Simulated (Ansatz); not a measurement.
**Ga (Cmce): the Drude term of Re ε in the infrared**

Re ε of Ga (Cmce) along x at low photon energies is read from one computed spectrum; the carriers' damping was typed as γ = 0.03 eV. x, y and z are the Cartesian axes of the input cell.

Cell: a, b, c = 4.448, 4.448, 4.524 Å (primitive vectors), 4 atoms.

Method: Ansatz 0.2.0, PBE, independent particles, k-mesh 10×10×8 with interpolation inside its cells, Gaussian parameter 0.15 eV.

Launch of the response step: `ansatz run input.yaml --threads 4 --pin off --max-ram 8192MiB --backend cpu --events-out ev --progress --plain --runs-dir out`. The run took 4.2 min, on 4 threads of Arm Neoverse V1 (shared host).

```
photon energy E (eV)  wavelength (µm)     Re ε
                0.25             4.96  -1089.8
                0.30             4.13   -778.9
                0.35             3.54   -578.1
                0.40             3.10   -441.2
                0.50             2.48   -278.1
                0.60             2.07   -194.3
                0.70             1.77        ?
```

A Drude term over a constant background gives Re ε = ε_b − ωp²/(E² + γ²), linear in 1/(E² + γ²).

Working, on the rows shown:

| x = 1/(E² + γ²) (eV⁻²) | y = Re ε |
| --- | --- |
| 15.7729 | -1089.8 |
| 11.0011 | -778.9 |
| 8.10373 | -578.1 |
| 6.21504 | -441.2 |
| 3.98565 | -278.1 |
| 2.77085 | -194.3 |

Means: x̄ = 7.9749, ȳ = -560.07. Σ(x − x̄)(y − ȳ) = -8033, Σ(x − x̄)² = 116.1. Slope = -8033 / 116.1 = -69.2; intercept = ȳ − slope · x̄ = -8.1764. The line misses the rows shown by at most 9.9.

Question: What does the fit predict for the withheld row, and how well does it do?

Answer: At x = 2.0371 the line gives y = -149.15. The run gave -149.3, so the extrapolation is off by 0.15, 0.0 % of the range in the table.

Refitted with all rows, the slope is -69.2 and the intercept -8.2353. These give ωp = √(−slope) = 8.32 eV, against 8.40 eV from the program's Fermi-surface sum, and an intercept of -8.2. Taking the program's Drude term off the rows leaves 22 at the lowest energy and -6 at the highest, so the background isn't constant: interband transitions lie in or near the window, and neither fitted number can be trusted. The values come from a sum over the points of one k-mesh and carry its error, which is largest for Fermi-surface quantities. Spin-orbit coupling is left out.

[Logs are printed without paths, hosts, clocks, repeated set-up lines and the standing remarks that a program may print on its own settings, such as how far it seeks lower states.]
